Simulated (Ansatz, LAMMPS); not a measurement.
# Convergence of a linear-scaling basis for amorphous Ge (61 atoms), part 2 of 2

Aim: test how closely localised support functions follow the reference on amorphous Ge (61 atoms), and at what cost. A setting counts as converged where the r.m.s. difference of forces stays under 1 % of the r.m.s. force.

Ansatz 0.2.0; Kohn-Sham DFT, PBE, PAW (set soft_2), plane waves.

The cell: 61 Ge. The quench rate of 3 K/ps is many orders above laboratory rates. The network of bonds at the start is that of the classical potential that made the cell. Sampling is at Γ alone, for a cell whose shortest periodic width is 11 Å.

So far. Step 9 (Support functions medium, radius 4.64 Å): Forces differ from the reference by 0.066 meV/Å r.m.s., 0.025 % of their size, well within a tolerance of 1 %; the energy by -1.3 meV/atom. It took roughly 6.7 times the reference's time (one timing each, with unlike analyses asked), in 16 cycles against 9.

## Step 11: The reference in detail (continued)

Electrostatic potential energy in the bc plane at fractional x = 0.173, with atoms of Ge within 0.2 Å of it. With pseudopotentials it is smooth inside the atoms' cores, unlike the true potential.

Values in eV, 13 rows by 16 columns, each cell a mean:
```
  6   7  -8 -23  -8   9  11  11  10   2 -10  -2  -5 -23 -13   5
 11   9 -10 -25 -11   7  10  11  11  11  10  10  -5 -24 -14   7
 11  10   8   5   2 -12  -9   7  10  11  12  10   4   0   7  11
 10   9  10  10  -1 -25 -22   3  11  11  11   5 -18 -21   2  10
 -1   8   5  -5  -1   0   2  10  12  12  10   7  -9 -11   2  -4
-23   3  -8 -28 -20   6  11  12  12  12  12  11  10   9  -4 -28
 -6   8   3 -10  -3   9  11  11  10  10  11  12  12  11   4 -10
 10  11  11  10  10  11  11   4 -15 -13   6  11  10   1  -9   1
  8  10  11  11   9   2   4  -1 -26 -24   2   8   7 -12 -27  -9
-11 -13   5  10   0 -22 -16   5   2   2   2  -9   1   4  -2   2
-24 -26   0  10   6  -7  -3   9  11  10   5  -4   4  10  11   3
  1   1   9  11  11  10  11  11  11   5  -6   1  10  11  11   9
  5   8   9   7   9  11  11  11   9 -10 -29 -18   6   7   8   7
```
Columns run along b (11.1 Å; values clipped at the 3rd and 97th percentile), rows up along c (11.1 Å). Atoms in or near the plane, at fractional coordinates: Ge at (0.22, 0.56), Ge at (0.98, 0.56), Ge at (0.65, 0.02), Ge at (0.55, 0.36), Ge at (0.85, 0.91), Ge at (0.21, 0.91), Ge at (0.06, 0.20).

Valence density in the bc plane at fractional x = 0.173, with atoms of Ge within 0.2 Å of it. It is the smooth field of the valence electrons, not physical close to the nuclei.

Ten steps, logarithmic in the rise over the least value, from '0' (0 e/Å³) to '9' (30 e/Å³), each cell a mean:
```
1111124321000000011343212343211
0001259841000000000111113797311
0001259841000000000000013696310
0000123321110000000000001232100
0000011111232110000000001111000
0000000012686210000000012221000
0000000013686210000000125642100
0000000112332100000000125642110
2110112221111000000000112221122
6311136742100000000000000111257
8411148962000000000000000001279
4211125531000000000000000001246
1100011110000000010000000001111
0000000000000001232100000011211
0000000000000013785210000124421
1000000000011114897210001147741
1110000001222112453211111135431
2332100012564211111112221111111
4885200012453110000112221000012
4885100001221100000011110000001
2332100000000000000111110000001
1111000000000000001232110000000
1100000000000000012686310000000
1110001110000000013797311111111
```
Columns run along b (11.1 Å), rows up along c (11.1 Å). Atoms in or near the plane, at fractional coordinates: Ge at (0.22, 0.56), Ge at (0.98, 0.56), Ge at (0.65, 0.02), Ge at (0.55, 0.36), Ge at (0.85, 0.91), Ge at (0.21, 0.91), Ge at (0.06, 0.20).

Intrinsic-atomic-orbital charges run from -0.07 to +0.08 e. Within 0.4 eV of the Fermi level the largest share is Ge p (81 % of the projected weight).

## Step 12: Local order

Bonds and neighbours are counted at the geometry of the runs.

Density 5.32 g/cm³, 22.69 Å³ an atom.

Pair distribution function in bins of 0.1 Å:

```
r (Å)  total
 2.25   0.00
 2.35   0.53
 2.45   5.48
 2.55   3.93
 2.65   1.53
 2.75   0.40
 2.85   0.15
 2.95   0.00
 3.05   0.06
 3.15   0.12
 3.25   0.17
 3.35   0.37
 3.45   0.55
 3.55   0.66
 3.65   1.29
 3.75   1.43
 3.85   1.44
 3.95   2.08
 4.05   1.88
 4.15   1.72
 4.25   1.83
 4.35   1.25
 4.45   1.08
 4.55   0.71
 4.65   0.82
 4.75   0.73
 4.85   0.78
 4.95   0.77
 5.05   0.84
 5.15   0.80
 5.25   0.60
 5.35   0.95
 5.45   0.78
 5.55   0.71
```

Bonds by pair of elements; cutoffs follow the first minimum of g(r), held within bounds set by covalent radii, and pairs that aren't listed don't count as bonded:

```
pair A-B  cutoff (Å)  bonds  mean length (Å)  spread (Å)  shortest (Å)  B about A  A about B
   Ge-Ge        2.98    129             2.53       0.088          2.37       4.23       4.23
```

How many atoms have how many bonded neighbours:

```
element  mean   4   5
     Ge  4.23  47  14
```

Rings of the network by King's shortest-path rule, up to 12 atoms, one path for each pair of neighbours; H, halogens, alkali and alkaline-earth atoms are left out:

```
ring size (atoms)  rings  per network atom
                3      1             0.016
                4      5             0.082
                5     44             0.721
                6     58             0.951
                7     25              0.41
                8      7             0.115
```

The first maximum of g(r) stands at about 2.5 Å. Counting bonds as in the table, 77 % of Ge atoms have 4 bonded neighbours. Rings of 6 atoms are the most common (41 % of those counted); sizes run from 3 to 8.

Local excerpt of 13 atoms (numbers count through the whole input) about Ge51, which has 5 bonded neighbours where the commonest count for Ge is 4; x, y, z are measured from there.

```
atom      x      y      z  distance (Å)  bonds  intrinsic-atomic-orbital charge (e)     Fx     Fy  Fz (eV/Å)
Ge51   0.00   0.00   0.00          0.00      5                                -0.01   0.07  -0.13       0.06
Ge21  -1.35  -0.31  -2.17          2.57      4                                 0.00   0.10   0.07       0.32
Ge12  -1.56   0.10   2.13          2.64      4                                 0.05  -0.06  -0.19       0.01
Ge26   2.59   0.51  -0.33          2.66      4                                 0.01  -0.17  -0.08       0.31
Ge41   0.94  -2.35   0.88          2.68      4                                -0.02   0.10   0.24      -0.27
 Ge5  -0.25   2.71  -0.15          2.73      4                                -0.03  -0.18   0.28       0.01
Ge60   0.75   3.01  -2.39          3.91      4                                 0.03  -0.10   0.10       0.01
Ge38   3.05   1.48   2.07          3.97      5                                -0.03  -0.17   0.20      -0.44
Ge14   1.41  -1.89   3.23          4.00      4                                 0.00   0.25  -0.02      -0.40
Ge29  -0.75   1.59  -3.67          4.07      4                                 0.02  -0.07   0.12      -0.47
Ge23  -2.67   3.12   0.31          4.12      5                                -0.07   0.26  -0.52      -0.48
 Ge2  -2.21   2.42   2.74          4.27      4                                 0.04   0.19   0.46       0.23
Ge19  -3.81   0.23  -1.94          4.28      4                                 0.01   0.10   0.21       0.17
```

## Step 13: What came out

- free energy per atom: -4294.7056 eV/atom
- pressure: 3.681 GPa
- r.m.s. force component: 0.2677 eV/Å
- wall time of the 6 DFT runs: 5.9 min

**Reading.** Against plane waves at 420 eV, the forces differ by 0.11 meV/Å (0.043 %) with support functions medium, and by 0.066 meV/Å in the closest run (support functions medium, radius 4.64 Å). At 61 atoms the fastest of the runs at a preset level, support functions low, takes roughly 3.7 times the time of plane waves (whose run also made extra analyses), in 11 SCF cycles against 9. Differences between support functions and plane waves include what basis error the plane-wave run still has. As the radius goes from 4.09 to 4.64 Å, the force difference goes from 0.18 to 0.066 meV/Å, and the time from 54 s to 1.7 min.

Counting bands leaves a spacing of only 0.091 eV (at Γ alone), which the smearing bridges: 2 levels are partly filled by over 2 %, so a gap, if any, is small at this level. Counting bonds as in the table, 77 % of Ge atoms have 4 bonded neighbours.

What to keep in mind: The geometry was minimised with a classical potential and isn't relaxed at this level: its force components are 0.27 eV/Å r.m.s. The pressure of 3.7 GPa belongs to unrelaxed atoms and would change as they relax.

[Long decimals in the printed logs are rounded to 6 places.]

[Logs are printed without paths, hosts, clocks, repeated set-up lines and the standing remarks that a program may print on its own settings, such as how far it seeks lower states.]

[Hosts, paths, dates, database ids (printed as entryN), source tags and the programs' standing remarks are cut or masked in the printed files.]
